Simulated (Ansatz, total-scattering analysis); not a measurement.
# methanol: neutron diffraction with isotope substitution

Two samples of methanol (16 methanol; C 16.7, O 16.7, H 66.7 atom %; 300 K, fixed volume; ρ₀ = 0.0891 Å⁻³) differ only in the isotope of H: D (b = 6.6681 fm) and H (b = -3.7395 fm). Other lengths: C 6.6472, O 5.8037 fm. The data are simulated by ab initio molecular dynamics with Ansatz (revPBE-D3(BJ), plane waves, PAW default files, Langevin thermostat, no spin, fixed volume, H with the mass of D). The average runs over 0.79 ps of 96 atoms, so shells between rare elements are rough. Mean temperature 295 K, largest m.s.d. 2.67 Å², energy drift -2 meV an atom (last third less first, no steady trend), Langevin friction 10 ps⁻¹; the first quarter of the run is discarded. Start: last frame of a classical run of this cell at the same density and temperature. So short a stretch relaxes bonds and nearest shells but still remembers its start. It is a liquid as far as so short a run tells. The partials come from the cell's reciprocal vectors below 4 Å⁻¹ and from g(r) above; absorption, incoherent and inelastic scattering are left out. F(Q) = Σ ci cj bi bj (Sij − 1), in barn per steradian and atom:

```
Q (Å⁻¹)      2H      1H  difference
    0.9  -0.209  -0.197      -0.012
    1.2  -0.039  -0.181       0.142
    1.5   0.193  -0.172       0.365
    1.8   0.443  -0.114       0.556
    2.1   0.019  -0.090       0.109
    2.4  -0.066  -0.046      -0.020
    2.7  -0.091  -0.050      -0.040
    3.0  -0.093  -0.011      -0.082
    3.3  -0.062   0.029      -0.091
    3.6  -0.053   0.016      -0.069
    3.9  -0.028   0.021      -0.050
    4.2  -0.024   0.028      -0.052
    4.5  -0.053   0.051      -0.105
    4.8  -0.090   0.077      -0.166
    5.1  -0.095   0.090      -0.185
    5.4  -0.073   0.078      -0.151
    5.7  -0.043   0.041      -0.083
    6.0  -0.014  -0.004      -0.010
    6.3   0.016  -0.037       0.053
    6.6   0.047  -0.056       0.103
    6.9   0.078  -0.062       0.140
    7.2   0.096  -0.059       0.154
    7.5   0.090  -0.045       0.135
    7.8   0.062  -0.027       0.089
    8.1   0.027  -0.011       0.038
    8.4   0.002  -0.001       0.003
    8.7  -0.010   0.007      -0.017
    9.0  -0.018   0.014      -0.032
    9.3  -0.026   0.018      -0.044
    9.6  -0.033   0.018      -0.051
    9.9  -0.037   0.016      -0.053
   10.2  -0.039   0.017      -0.055
   10.5  -0.036   0.020      -0.056
   10.8  -0.029   0.022      -0.052
```

The first difference in real space, ΔG(r), in barn (from the pair functions, so without the broadening of a finite Q range):

```tsv
r (Å)	first difference G(r)
0.50	-0.421
0.58	-0.421
0.66	-0.421
0.74	-0.421
0.82	-0.421
0.90	-0.379
0.98	1.948
1.06	2.804
1.14	2.717
1.22	-0.377
1.30	-0.421
1.38	-0.421
1.46	-0.415
1.54	-0.389
1.62	-0.352
1.70	-0.118
1.78	0.212
1.86	0.027
1.94	0.036
2.02	0.365
2.10	0.476
2.18	0.020
2.26	-0.246
2.34	-0.250
2.42	-0.243
2.50	-0.235
2.58	-0.218
2.66	-0.198
2.74	-0.159
2.82	-0.108
2.90	-0.093
2.98	-0.109
3.06	-0.079
3.14	-0.044
3.22	-0.025
3.30	-0.005
3.38	0.001
3.46	0.005
3.54	0.024
```

Q: What does the difference say of the neighbours of H?

Pairs without H cancel. ΔG(r) = Σ W [g(r) − 1] with W = 2 c(H) c(j) b(j) Δb, and c(H)² (b₁² − b₂²) for H–H: H–C 0.1537, H–O 0.1342, H–H 0.1355 barn. At small r, ΔG → −ΣW = -0.423; in this finite cell the H–H term carries (N − 1)/N with N = 64 atoms of H, which gives -0.421.

The first feature holds O–H (0.98 Å, 0.2 neighbours by the coordinates) and C–H (1.10 Å, 0.8 neighbours by the coordinates) together, so its area gives only their weighted sum.

Shells of H from the coordinates: O–H at 0.98 Å, 0.2 neighbours to 1.26 Å; C–H at 1.10 Å, 0.8 neighbours to 1.40 Å; H–H at 1.79 Å, 1.6 neighbours to 2.04 Å (first peaks with a usable minimum only). Counts average over all H, whatever molecule they sit on, and second peaks of a pair (H two bonds away, hydrogen bonds) add features between 1.5 and 2.5 Å that aren't listed. The structure is taken to be the same for both isotopes, which holds least well for H and D.

[Logs are printed without paths, hosts, clocks, repeated set-up lines and the standing remarks that a program may print on its own settings, such as how far it seeks lower states.]
